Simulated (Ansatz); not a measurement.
# Bands, cutoff and cost in G0W0 for BaNaBr3 (cubic perovskite) (Pm-3m)

How do accuracy and time trade against each other in G0W0 on BaNaBr3 (cubic perovskite) (Pm-3m)?

Main program and level: Ansatz 0.2.0; G0W0 on PBE, plane waves, PAW.

The structure was built from a prototype and need not be the compound's stable phase.

## Step 1: The starting structure

The structure is cubic, space group Pm-3m (No. 221). The conventional cell has a = 6.279 Å, b = 6.279 Å, c = 6.279 Å, α = 90.00°, β = 90.00°, γ = 90.00°. Nearest to Na lie 12 Br at 4.44 Å. Ba has 6 Br at 3.14 Å nearest. Nearest to Br lie 2 Ba at 3.14 Å. It derives from Ba1Br3Na1. Farther neighbours and most contacts between anions are not listed.

The structure was relaxed with PBE. The structure type comes from a generator and need not be one that this composition takes. The runs that relaxed it are not among those shown. Spin-orbit coupling is left out unless a step names it. The default PAW set here is soft_2. Its files were made with PBE.

## Step 2: 121 empty bands, screening to 36 eV

Now the one-shot GW correction: screening in the RPA, then the self-energy of the levels asked for.

input.yaml reads:

```yaml
crystal:
  lattice:
    - [6.2793234105, 0.0, 0.0]
    - [0.0, 6.2793234105, 0.0]
    - [0.0, 0.0, 6.2793234105]
  atoms:
    - { symbol: Na, position: [0.0, 0.0, 0.0] }
    - { symbol: Ba, position: [0.5, 0.5, 0.5] }
    - { symbol: Br, position: [0.5, 0.5, 0.0] }
    - { symbol: Br, position: [0.5, 0.0, 0.5] }
    - { symbol: Br, position: [0.0, 0.5, 0.5] }
kpoints:
  mp_grid: { grid: [2, 2, 2] }
hamiltonian:
  xc: pbe
scf:
  occupations: { method: fixed }
gw:
  n_empty_bands: 121
  ecut_chi: 36
  qp_bands: [v2, c2]
  qp_kpoints: band_edges
  screening: { model: contour_deformation }
```

Run with:

```console
ansatz run input.yaml --threads 4 --pin off --max-ram 17510MiB --backend cpu --events-out ev --progress --plain --runs-dir out
```

Numbers of over 12 decimals in the logs are rounded to 6 here.

The log of the run:

```text
Engine: ansatz 0.2.0, aarch64-unknown-linux-gnu
Pseudopotentials: kind: paw
Pseudopotential: Na, paw, valence charge 9, recommended cutoff 420 eV (normal), Na.paw.azcp
Pseudopotential: Ba, paw, valence charge 10, recommended cutoff 420 eV (normal), Ba.paw.azcp
Pseudopotential: Br, paw, valence charge 7, recommended cutoff 420 eV (normal), Br.paw.azcp
Functional definition: PBE
  parameter kappa = 0.804
  parameter beta = 0.066725
  exchange = pbe_x(kappa = kappa, mu = beta*pi^2/3)
  correlation = pbe_c(beta = beta)
Crystal: 5 atoms, lattice volume = 247.593 Å³
Basis set: ecut = 420 eV, 4945 PW (Γ)
Bands: 25, of which v1, the nominal top of the filled ones, is band 20 counted from 1 (19 counted from 0)
Symmetry: 48 space group operations
Space group: Pm-3m (ITA 221), of the structure as read, at distance tolerance 6.3e-5 Å
k-points: 4 of 8
Non-local potential: Na, projectors of the file, l = 0: 3, l = 1: 2, l = 2: 1
Non-local potential: Ba, projectors of the file, l = 0: 3, l = 1: 2, l = 2: 2, l = 3: 2
Non-local potential: Br, projectors of the file, l = 0: 2, l = 1: 2, l = 2: 2
PAW form: soft (Blöchl's): semilocal exchange-correlation on the pseudo side does not see the compensation charge
PAW one-centre angular grid: Na, 110 points (default); XC on 64 Gauss nodes
PAW one-centre angular grid: Ba, 194 points (default); XC on 64 Gauss nodes
PAW one-centre angular grid: Br, 110 points (default); XC on 64 Gauss nodes
Initial density: superposition of atomic densities (neutral atoms: chi_scale 0, normalization atom), corrected by the library's trained network
Initial wavefunctions: pseudopotential atomic-orbital guess
Functional: x = pbe(κ = 0.804, μ = 0.219515), c = pbe(β = 0.066725)
SCF iter   1: F=—  HF=-15793.817499 eV  |F-HF|=—  |Δ(HF+E_count)|=         —  Δρ=7.47e-4  dr2=2.09e-3  ethr=1.77e-3  ⟨swp⟩=5.2  Hψ=447  notcnv=0  defer=9
preconditioner: auto → Resta (q_TF=auto, 2.013 Å⁻¹)  ε∞=2.5  [insulator: Δε(μ)=2.895 eV  Ē_g=10.429 eV  n_scr=32 (ndim 8)  ℏωp=12.9 eV  f_vac=0.257  ε∞_Penn≈2.5]
SCF iter   2: F=—  HF=-15793.814792 eV  |F-HF|=—  |Δ(HF+E_count)|=   2.71e-3  Δρ=3.87e-4  dr2=6.42e-4  ethr=5.22e-6  ⟨swp⟩=3.8  Hψ=248  notcnv=0  defer=11
SCF iter   3: F=—  HF=-15793.814957 eV  |F-HF|=—  |Δ(HF+E_count)|=   1.65e-4  Δρ=9.90e-5  dr2=4.19e-5  ethr=1.61e-6  ⟨swp⟩=3.0  Hψ=193  notcnv=0  defer=10
SCF iter   4: F=—  HF=-15793.814955 eV  |F-HF|=—  |Δ(HF+E_count)|=   2.45e-6  Δρ=3.70e-5  dr2=4.59e-6  ethr=1.05e-7  ⟨swp⟩=2.0  Hψ=186  notcnv=0  defer=9
SCF iter   5: F=—  HF=-15793.814955 eV  |F-HF|=—  |Δ(HF+E_count)|=   2.44e-7  Δρ=1.37e-5  dr2=3.99e-7  ethr=1.15e-8  ⟨swp⟩=2.0  Hψ=158  notcnv=0  defer=9
SCF iter   6: F=-15793.814955 eV  HF=-15793.814955 eV  |F-HF|=5.55e-8  |Δ(HF+E_count)|=   4.05e-7  Δρ=2.77e-6  dr2=1.56e-8  ethr=2.50e-10  ⟨swp⟩=14.0  Hψ=528  notcnv=0
SCF 1 converged in 6 iterations: F = -15793.814955 eV  dr2 = 1.56e-8
  greatest PAW one-centre occupation: 0.999 electrons in one spin orbital (limit 2), on the Na atom at site 0 (counted from 0), in its partial waves of l = 0
NSCF: frozen V_eff on 4 k-points
G₀W₀ screening: q 1/4
[... further progress lines ...]
SCF converged after 6 iterations
Free energy (F): -15793.814955 eV
Harris-Foulkes:  -15793.814955 eV  (|F-HF|=5.55e-8)
Internal energy: -15793.814955 eV  (E = F + TS)
E sigma→0 (E₀):  -15793.814955 eV
Fermi energy:    -0.029305 eV
--- Per-component energies (eV) ---
  E_band       = -453.485187
  E_kinetic    = 690.243844
  E_local      = -2898.552065  (includes V_loc(G=0)·N_el)
  E_nonlocal   = 382.278174
  E_hartree    = 990.426134
  E_xc         = -1001.791023
  E_vxc        = -497.734037  (∫ρ·V_xc dr)
  E_paw        = -12228.817464  (= ΣΔE_a)
  E_vpaw       = -110.577805  (= ΣTr[D̂ρ^β])
  E_aug_tail   = -0.000006  (compensation charges beyond the density's cutoff)
  E_ewald      = -1727.602549
  E_smearing   = -0.000000  (= −TS)
  E_closure    = 0.000000  (closes the sum)
  Σ components = -15793.814955   (vs F -15793.814955, Δ=0.00e0)
--- Band table (eV) ---
  k-point 0: bands = [... 16 lower, -0.3788, -0.2007, -0.2007, -0.2007, 2.8207, 5.0630, 5.0630, 5.0630, ... 1 higher]
  k-point 1: bands = [... 16 lower, -0.6019, -0.4415, -0.2371, -0.2371, 3.7791, 4.8697, 5.1517, 5.8603, ... 1 higher]
  k-point 2: bands = [... 16 lower, -0.5585, -0.5585, -0.3848, -0.0330, 3.9798, 5.8134, 5.8134, 6.0916, ... 1 higher]
  k-point 3: bands = [... 16 lower, -1.1401, -0.0293, -0.0293, -0.0293, 3.5547, 6.7385, 6.7385, 6.7385, ... 1 higher]
--- G₀W₀: contour deformation, 6 samples at zero and on the imaginary axis and 2 off it, 8 q-points, 121 empty bands' worth ---
  eigenvalues of the whole cell's RPA ε∞ on this k-mesh (on a slab, of 1 + 4πα/V) = 2.5626, 2.5626, 2.5626; static W/v taken at q = 0 is 0.390231
  bands read: the sum over 141 bands ends inside a degenerate multiplet in 2 slots, whose members it reads at an even weight; the widest, k=0: bands 140 to 142 (counted from 1) at 2/3 each
  gw.qp_kpoints: band_edges: 4 of 4 stored k-points solved, in 1 pass; an edge of the gap read off the rows below is read off those points alone
    ik  band        ε_KS         Σx   Σc(E_QP)       V_xc       Z   E_QP_lin       E_QP  E_QP is
     0    19     -0.2007   -19.7473     2.7158   -15.9116  0.7859    -1.3478    -1.3206  root
     0    20     -0.2007   -19.7473     2.7158   -15.9116  0.7859    -1.3478    -1.3206  root
     0    21      2.8207    -2.2042    -2.3652    -5.3059  0.8525     3.5656     3.5572  root
     0    22      5.0630    -4.9405    -3.1118    -9.2533  0.8255     6.2880     6.2638  root
     1    19     -0.2371   -19.6593     2.7243   -15.7974  0.7850    -1.4033    -1.3747  root
     1    20     -0.2371   -19.6593     2.7243   -15.7974  0.7850    -1.4033    -1.3747  root
     1    21      3.7791    -3.3051    -2.3315    -6.6301  0.8410     4.7924     4.7725  root
     1    22      4.8697    -2.8138    -2.5905    -6.0273  0.8425     5.4992     5.4928  root
     2    19     -0.3848   -19.9274     2.7336   -16.0636  0.7873    -1.5428    -1.5150  root
     2    20     -0.0330   -19.2756     2.6936   -15.4157  0.7827    -1.2298    -1.1993  root
     2    21      3.9798    -2.7966    -2.3934    -6.2402  0.8407     5.0539     5.0299  root
     2    22      5.8134    -3.1152    -2.5167    -6.3132  0.8374     6.5074     6.4948  root
     3    19     -0.0293   -19.2929     2.6962   -15.4313  0.7827    -1.2252    -1.1947  root
     3    20     -0.0293   -19.2929     2.6962   -15.4313  0.7827    -1.2252    -1.1947  root
     3    21      3.5547    -1.7742    -2.3819    -5.0738  0.8496     4.4879     4.4724  root
     3    22      6.7385    -4.9522    -2.7795    -8.7512  0.8144     7.7793     7.7579  root
```

It took 4.8 s on 4 threads of Arm Neoverse V1, shared host; peak memory 0.7 GiB; 18 s of CPU time.

This step gave:

- bands summed: 141
- RPA ε∞ on this mesh (eigenvalues): 2.563, 2.563, 2.563
- plane waves in the screening matrix: 123
- q-points in the mesh: 8
- G0W0 gap on the mesh: 4.752 eV
- k of the valence top: -0.5, -0.5, -0.5
- k of the conduction bottom: 0, 0, 0
- starting gap on the mesh: 2.850 eV
- Z at the valence top: 0.7827
- Z at the conduction bottom: 0.8525
- least direct G0W0 gap on the computed points: 4.878 eV

The gap on the mesh goes from 2.85 eV to 4.75 eV, a correction of +1.90 eV. Between the two edge states, bare exchange in place of the xc potential would open the gap by 6.96 eV, and correlation takes back 5.06 eV.

## Step 3: 343 empty bands, screening to 72 eV

Another rung: the empty bands reach about as high as the screening cutoff, so the two stay in balance.

Edit input.yaml of step 2 so:

```diff
@@ -18,4 +18,4 @@
 gw:
-  n_empty_bands: 121
-  ecut_chi: 36
+  n_empty_bands: 343
+  ecut_chi: 72
   qp_bands: [v2, c2]
```

The log of the run:

```text
[...]
Crystal: 5 atoms, lattice volume = 247.593 Å³
Basis set: ecut = 420 eV, 4945 PW (Γ)
Bands: 25, of which v1, the nominal top of the filled ones, is band 20 counted from 1 (19 counted from 0)
Symmetry: 48 space group operations
[...]
k-points: 4 of 8
[...]
SCF iter   1: F=—  HF=-15793.817499 eV  |F-HF|=—  |Δ(HF+E_count)|=         —  Δρ=7.47e-4  dr2=2.09e-3  ethr=1.77e-3  ⟨swp⟩=5.2  Hψ=447  notcnv=0  defer=9
[...]
SCF iter   6: F=-15793.814955 eV  HF=-15793.814955 eV  |F-HF|=5.55e-8  |Δ(HF+E_count)|=   4.05e-7  Δρ=2.77e-6  dr2=1.56e-8  ethr=2.50e-10  ⟨swp⟩=14.0  Hψ=528  notcnv=0
SCF 1 converged in 6 iterations: F = -15793.814955 eV  dr2 = 1.56e-8
[...]
NSCF: frozen V_eff on 4 k-points
G₀W₀ screening: q 1/4
[... further progress lines ...]
SCF converged after 6 iterations
Free energy (F): -15793.814955 eV
[...]
Internal energy: -15793.814955 eV  (E = F + TS)
E sigma→0 (E₀):  -15793.814955 eV
Fermi energy:    -0.029305 eV
[...]
--- Band table (eV) ---
  k-point 0: bands = [... 16 lower, -0.3788, -0.2007, -0.2007, -0.2007, 2.8207, 5.0630, 5.0630, 5.0630, ... 1 higher]
  k-point 1: bands = [... 16 lower, -0.6019, -0.4415, -0.2371, -0.2371, 3.7791, 4.8697, 5.1517, 5.8603, ... 1 higher]
  k-point 2: bands = [... 16 lower, -0.5585, -0.5585, -0.3848, -0.0330, 3.9798, 5.8134, 5.8134, 6.0916, ... 1 higher]
  k-point 3: bands = [... 16 lower, -1.1401, -0.0293, -0.0293, -0.0293, 3.5547, 6.7385, 6.7385, 6.7385, ... 1 higher]
[...]
0    19     -0.2007   -19.7473     2.4225   -15.9116  0.7785    -1.6590    -1.6139  root
     0    20     -0.2007   -19.7473     2.4225   -15.9116  0.7785    -1.6590    -1.6139  root
     0    21      2.8207    -2.2042    -2.4275    -5.3059  0.8523     3.5017     3.4949  root
     0    22      5.0630    -4.9405    -3.3509    -9.2533  0.8225     6.0393     6.0248  root
     1    19     -0.2371   -19.6593     2.4374   -15.7974  0.7776    -1.7083    -1.6616  root
     1    20     -0.2371   -19.6593     2.4374   -15.7974  0.7776    -1.7083    -1.6616  root
     1    21      3.7791    -3.3051    -2.4468    -6.6301  0.8399     4.6721     4.6573  root
     1    22      4.8697    -2.8138    -2.6622    -6.0273  0.8420     5.4259     5.4210  root
[...]
3    19     -0.0293   -19.2929     2.4326   -15.4313  0.7739    -1.5064    -1.4583  root
     3    20     -0.0293   -19.2929     2.4326   -15.4313  0.7739    -1.5064    -1.4583  root
     3    21      3.5547    -1.7742    -2.4655    -5.0738  0.8496     4.4013     4.3888  root
     3    22      6.7385    -4.9522    -2.9619    -8.7512  0.8136     7.5920     7.5755  root
```

Elapsed: 18 s, on 4 threads; peak memory 1.6 GiB; 68 s of CPU time.

Numbers from this step:

```
bands summed                                 : 363
RPA ε∞ on this mesh (eigenvalues)            : 2.550, 2.550, 2.550
plane waves in the screening matrix          : 341
q-points in the mesh                         : 8
G0W0 gap on the mesh                         : 4.953 eV
k of the valence top                         : -0.5, -0.5, -0.5
k of the conduction bottom                   : 0, 0, 0
starting gap on the mesh                     : 2.850 eV
Z at the valence top                         : 0.7739
Z at the conduction bottom                   : 0.8523
least direct G0W0 gap on the computed points : 5.109 eV
```

Against the run with 2×2×2 mesh, 121 empty bands, screening to 36 eV, the gap moves by +0.20 eV.

## Step 4: 739 empty bands, screening to 120 eV

Edit input.yaml of step 3 so:

```diff
@@ -18,4 +18,4 @@
 gw:
-  n_empty_bands: 343
-  ecut_chi: 72
+  n_empty_bands: 739
+  ecut_chi: 120.0
   qp_bands: [v2, c2]
```

The log of the run:

```text
[...]
Crystal: 5 atoms, lattice volume = 247.593 Å³
Basis set: ecut = 420 eV, 4945 PW (Γ)
Bands: 25, of which v1, the nominal top of the filled ones, is band 20 counted from 1 (19 counted from 0)
Symmetry: 48 space group operations
[...]
k-points: 4 of 8
[...]
1    22      4.8697    -2.8138    -2.6970    -6.0273  0.8419     5.3904     5.3862  root
[...]
3    19     -0.0293   -19.2929     2.2000   -15.4313  0.7708    -1.7594    -1.6909  root
     3    20     -0.0293   -19.2929     2.2000   -15.4313  0.7708    -1.7594    -1.6909  root
     3    21      3.5547    -1.7742    -2.4824    -5.0738  0.8496     4.3837     4.3719  root
     3    22      6.7385    -4.9522    -3.0714    -8.7512  0.8132     7.4798     7.4661  root
[key lines of the parts left out:]
SCF converged after 6 iterations
Free energy (F): -15793.814955 eV
Fermi energy:    -0.029305 eV
```

It took 88 s on 4 threads; peak memory 4 GiB.

This step gave:

- bands summed: 759
- RPA ε∞ on this mesh (eigenvalues): 2.545, 2.545, 2.545
- plane waves in the screening matrix: 739
- G0W0 gap on the mesh: 5.162 eV
- k of the valence top: -0.5, -0.5, -0.5
- k of the conduction bottom: 0, 0, 0
- starting gap on the mesh: 2.850 eV
- least direct G0W0 gap on the computed points: 5.329 eV

Against the run with 2×2×2 mesh, 343 empty bands, screening to 72 eV, the gap moves by +0.21 eV.

## Step 5: Changing the frequency model: 2×2×2 mesh, 739 empty bands, screening to 120 eV, plasmon pole

A plasmon pole stands in for the full frequency dependence of the screening; this run shows what that costs in accuracy.

Edit input.yaml of step 4 so:

```diff
@@ -22,2 +22,2 @@
   qp_kpoints: band_edges
-  screening: { model: contour_deformation }
+  screening: { model: godby_needs }
```

The log of the run:

```text
[...]
Crystal: 5 atoms, lattice volume = 247.593 Å³
Basis set: ecut = 420 eV, 4945 PW (Γ)
Bands: 25, of which v1, the nominal top of the filled ones, is band 20 counted from 1 (19 counted from 0)
Symmetry: 48 space group operations
[...]
k-points: 4 of 8
[...]
2    22      5.8134    -3.1152    -2.6290    -6.3132  0.8806     6.4343     6.3824  root
     3    19     -0.0293   -19.2929     2.2213   -15.4313  0.7900    -1.7052    -1.6696  root
     3    20     -0.0293   -19.2929     2.2213   -15.4313  0.7900    -1.7052    -1.6696  root
     3    21      3.5547    -1.7742    -2.4567    -5.0738  0.8660     4.4005     4.3976  root
     3    22      6.7385    -4.9522    -3.0166    -8.7512  0.8875     7.6426     7.5208  root ?
[key lines of the parts left out:]
SCF converged after 6 iterations
Free energy (F): -15793.814955 eV
Fermi energy:    -0.029305 eV
```

Wall time 1.8 min (4 threads); peak memory 4.2 GiB.

Numbers from this step:

```yaml
bands_summed: 759
plasmon_pole_fit_frequency: 14.93 eV
rpa_eps_infinity_on_this_mesh_eigenvalues: 2.545, 2.545, 2.545
plane_waves_in_the_screening_matrix: 739
g0w0_gap_on_the_mesh: 5.154 eV
k_of_the_valence_top: -0.5, -0.5, -0.5
k_of_the_conduction_bottom: 0, 0, 0
starting_gap_on_the_mesh: 2.850 eV
least_direct_g0w0_gap_on_the_computed_points: 5.315 eV
```

Against the run with 2×2×2 mesh, 739 empty bands, screening to 120 eV, the gap moves by −0.008 eV.

## Step 6: Changing the files and raising the bands: 2×2×2 mesh, 1095 empty bands, screening to 156 eV, hard PAW files

Other atomic data (hard PAW) test the pseudisation: the cutoff goes from 420 to 700 eV and the valence electrons from 40 to 70, which opens shells that were frozen. Bands and screening cutoff change too, so the step is no clean test of the files.

Edit input.yaml of step 5 so:

```diff
@@ -15,2 +15,3 @@
   xc: pbe
+  pseudopotentials: { kind: paw, source: ansatz }
 scf:
@@ -18,6 +19,6 @@
 gw:
-  n_empty_bands: 739
-  ecut_chi: 120.0
+  n_empty_bands: 1095
+  ecut_chi: 156.0
   qp_bands: [v2, c2]
   qp_kpoints: band_edges
-  screening: { model: godby_needs }
+  screening: { model: contour_deformation }
```

The log of the run:

```text
[...]
Crystal: 5 atoms, lattice volume = 247.593 Å³
Basis set: ecut = 700 eV, 10395 PW (Γ)
Bands: 42, of which v1, the nominal top of the filled ones, is band 35 counted from 1 (34 counted from 0)
Symmetry: 48 space group operations
[...]
k-points: 4 of 8
[...]
1    37      5.7141    -2.8210    -2.7285    -6.0388  0.8422     6.2072     6.2034  root
[...]
3    34      0.8163   -19.2949     2.1020   -15.4326  0.7711    -1.0230    -0.9441  root
     3    35      0.8163   -19.2949     2.1020   -15.4326  0.7711    -1.0230    -0.9441  root
     3    36      4.4010    -1.7740    -2.5041    -5.0739  0.8498     5.2080     5.1968  root
     3    37      7.5825    -4.9447    -3.1186    -8.7469  0.8137     8.2784     8.2660  root
[key lines of the parts left out:]
SCF converged after 9 iterations
Free energy (F): -25840.132212 eV
Fermi energy:    0.816268 eV
```

Elapsed: 5.9 min, on 4 threads; peak memory 11 GiB.

Numbers from this step:

| Item | Value |
| --- | --- |
| bands summed | 1130 |
| RPA ε∞ on this mesh (eigenvalues) | 2.544, 2.544, 2.544 |
| plane waves in the screening matrix | 1045 |
| G0W0 gap on the mesh | 5.233 eV |
| k of the valence top | -0.5, -0.5, -0.5 |
| k of the conduction bottom | 0, 0, 0 |
| starting gap on the mesh | 2.850 eV |
| least direct G0W0 gap on the computed points | 5.407 eV |

Against the run with 2×2×2 mesh, 739 empty bands, screening to 120 eV, the gap moves by +0.07 eV.

## Step 7: Convergence and cost

Times are wall times on 4 threads of Arm Neoverse V1, shared host, good to a factor of about two.

| mesh | files | frequency | bands summed | cutoff (eV) | start (eV) | G0W0 (eV) | time | host memory (GiB) |
| --- | --- | --- | --- | --- | --- | --- | --- | --- |
| 2×2×2 | default PAW | contour deformation | 141 | 36 | 2.850 | 4.752 | 4.8 s | 0.70 |
| 2×2×2 | default PAW | contour deformation | 363 | 72 | 2.850 | 4.953 | 18 s | 1.6 |
| 2×2×2 | default PAW | contour deformation | 759 | 120 | 2.850 | 5.162 | 88 s | 4.0 |
| 2×2×2 | default PAW | plasmon pole | 759 | 120 | 2.850 | 5.154 | 1.8 min | 4.2 |
| 2×2×2 | hard PAW | contour deformation | 1130 | 156 | 2.850 | 5.233 | 5.9 min | 11 |

The parts of the quasiparticle energy at the two band edges (eV; QP = start + Σx + Σc − Vxc):

| run | edge | start | Σx | Σc | Vxc | Z | QP |
| --- | --- | --- | --- | --- | --- | --- | --- |
| 141 bands | valence top | -0.03 | -19.29 | 2.70 | -15.43 | 0.78 | -1.19 |
| 141 bands | conduction bottom | 2.82 | -2.20 | -2.37 | -5.31 | 0.85 | 3.56 |
| 363 bands | valence top | -0.03 | -19.29 | 2.43 | -15.43 | 0.77 | -1.46 |
| 363 bands | conduction bottom | 2.82 | -2.20 | -2.43 | -5.31 | 0.85 | 3.49 |
| 759 bands | valence top | -0.03 | -19.29 | 2.20 | -15.43 | 0.77 | -1.69 |
| 759 bands | conduction bottom | 2.82 | -2.20 | -2.45 | -5.31 | 0.85 | 3.47 |

## Step 8: Outcome

| Property | Result |
| --- | --- |
| 141 bands, 36 eV | 4.752 eV |
| 363 bands, 72 eV | 4.953 eV |
| 759 bands, 120 eV | 5.162 eV |
| estimated limit in bands and cutoff | 5.35 eV |
| mesh and start | 2×2×2, PBE |

**Reading.** A line in one over the bands through the two highest rungs gives 5.35 eV, +0.19 eV from the top rung; the pair below gives 5.08 eV, so the estimate is still climbing. The rungs stand 0.60 eV (141 bands), 0.40 eV (363 bands) and 0.19 eV (759 bands) from it. From 141 to 759 bands the gap moves by +0.41 eV while the time grows 18-fold. Σc changes by −0.50 eV at the valence top and −0.09 eV at the conduction bottom, so the valence edge carries most of the change. The plasmon-pole model gives −0.01 eV against contour deformation, 0 % of the correction, and saved no time in this program. With hard PAW files and 1130 bands the gap is 5.23 eV; the line for the default PAW files gives 5.22 eV at that count, a difference of +0.01 eV that holds the line's own error too. The 2×2×2 mesh is coarse for this cell (its supercell is 13 Å along the shortest edge). The RPA ε∞ on it, from the PBE start, is 2.54; such meshes misread the long-range screening, most where the gap is narrow. This is the ideal cubic cell; many perovskites, halides above all, are cubic only on average, and local tilts or off-centring can widen the gap. The many-body steps are scalar-relativistic: spin-orbit coupling is not in them.

[Paths, hosts, dates, memory and timing lines, banners, echoed tables and standing remarks are left out of the program output.]

[Logs are printed without paths, hosts, clocks, repeated set-up lines and the standing remarks that a program may print on its own settings, such as how far it seeks lower states.]

[Runs of the session that timed out or met a known fault of the program may be left out.]

[Cells called generated may have been cut or substituted from an entry of the Crystallography Open Database or the Materials Project.]

[Hosts, paths, dates, database ids (printed as entryN), source tags and the programs' standing remarks are cut or masked in the printed files.]
